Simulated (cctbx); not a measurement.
# Resonant diffraction in Ag2OsBr6

Space group Fm-3m (no. 225), a = 10.0050 Å, b = 10.0050 Å, c = 10.0050 Å, α = 90.00°, β = 90.00°, γ = 90.00°.

| atom | mult. | x | y | z | Ueq (Å²) |
| --- | --- | --- | --- | --- | --- |
| Os1 | 4 | 0 | 0 | 0 | 0.0197 |
| Ag1 | 8 | 1/4 | 1/4 | 3/4 | 0.0270 |
| Br1 | 24 | 0 | 0 | 0.7552 | 0.0232 |

The model was made for the exercise: a known structure type with other elements put in, its volume estimated, not relaxed; displacement parameters are assumed.

Calculated with cctbx: free-atom f′ and f″ from the Sasaki tables, no fine structure; amplitudes in electrons.

```csv
E (eV),F 2 2 2,F 4 4 0,F 0 0 2,F 3 3 3
24914,685.6,913.3,216.2,159.3
25264,679.7,908.0,222.4,159.3
25394,674.7,903.5,227.7,159.3
25454,669.8,899.1,232.7,159.3
25484,665.0,894.8,237.7,159.3
25499,660.3,890.5,242.6,159.3
25506,656.3,887.0,246.7,159.3
25510,652.0,883.1,251.2,159.3
25518,643.7,876.0,260.1,159.3
25522,654.3,885.5,249.0,159.3
25529,659.7,890.4,243.3,159.3
25544,665.4,895.5,237.4,159.3
25574,670.7,900.3,231.8,159.2
25664,677.7,906.5,224.5,159.2
25914,685.2,913.2,216.7,159.2
```

**Question.** Which edge is crossed, and why do the reflections move as they do?

The K edge of Ag. The edge is at 25514 eV. f′ of Ag falls from -4.8 e at 25394 eV to -7.8 e at 4 eV below it, and f″ steps from 0.55 to 3.62 e across it. Over that approach |F| changes by -3 % (2 2 2), -2 % (4 4 0), +10 % (0 0 2) and +0 % (3 3 3): a reflection falls where Ag scatters in phase with the total and rises where it scatters against it; it hardly moves where the Ag term is small or cancels by symmetry. Above the edge the larger f″ enters the imaginary part, where it can add to or cancel the other atoms' f″. The structure is centrosymmetric, so Friedel mates stay equal.

[Logs are printed without paths, hosts, clocks, repeated set-up lines and the standing remarks that a program may print on its own settings, such as how far it seeks lower states.]
